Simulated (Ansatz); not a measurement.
# TiSi2 (Fddd): the Drude term of Re ε in the infrared

Re ε of TiSi2 (Fddd) along x at low photon energies is read from one computed spectrum; the carriers' damping was typed as γ = 0.03 eV. x, y and z are the Cartesian axes of the input cell.

Cell: a, b, c = 5.926, 4.884, 4.760 Å (primitive vectors), 6 atoms.

Method: Ansatz 0.2.0, PBE, independent particles, k-mesh 6×6×6 with interpolation inside its cells, Gaussian parameter 0.1 eV.

Launch of the response step: `ansatz run input.yaml --threads 4 --pin off --max-ram 8192MiB --backend cpu --events-out ev --progress --plain --runs-dir out`. The run took 42 s, on 4 threads of Intel(R) Xeon(R) Platinum 8375C CPU @ 2.90GHz (Ice Lake) (shared host).

| photon energy E (eV) | wavelength (µm) | Re ε |
| --- | --- | --- |
| 0.25 | 4.96 | -393.2 |
| 0.30 | 4.13 | -269.0 |
| 0.35 | 3.54 | -194.6 |
| 0.40 | 3.10 | -146.3 |
| 0.50 | 2.48 | ? |
| 0.60 | 2.07 | -52.4 |
| 0.70 | 1.77 | -30.4 |

A Drude term over a constant background gives Re ε = ε_b − ωp²/(E² + γ²), linear in 1/(E² + γ²).

Working, on the rows shown:

| x = 1/(E² + γ²) (eV⁻²) | y = Re ε |
| --- | --- |
| 15.7729 | -393.2 |
| 11.0011 | -269 |
| 8.10373 | -194.6 |
| 6.21504 | -146.3 |
| 2.77085 | -52.4 |
| 2.03707 | -30.4 |

Means: x̄ = 7.6501, ȳ = -180.98. Σ(x − x̄)(y − ȳ) = -3547, Σ(x − x̄)² = 134.8. Slope = -3547 / 134.8 = -26.32; intercept = ȳ − slope · x̄ = 20.351. The line misses the rows shown by at most 3.1.

**Question.** What does the fit predict for the withheld row, and how well does it do?

**Answer.** At x = 3.9857 the line gives y = -84.543. The run gave -87.4, so the interpolation is off by 2.9, 0.8 % of the range in the table.

Refitted with all rows, the slope is -26.26 and the intercept 19.506. These give ωp = √(−slope) = 5.12 eV, against 5.23 eV from the program's Fermi-surface sum, and an intercept of 19.5. Taking the program's Drude term off the rows leaves 38 at the lowest energy and 25 at the highest, so the background isn't constant: interband transitions lie in or near the window, and neither fitted number can be trusted. The cell comes from an older database entry, whose edges can be off by a per cent or so. The values come from a sum over the points of one k-mesh and carry its error, which is largest for Fermi-surface quantities.
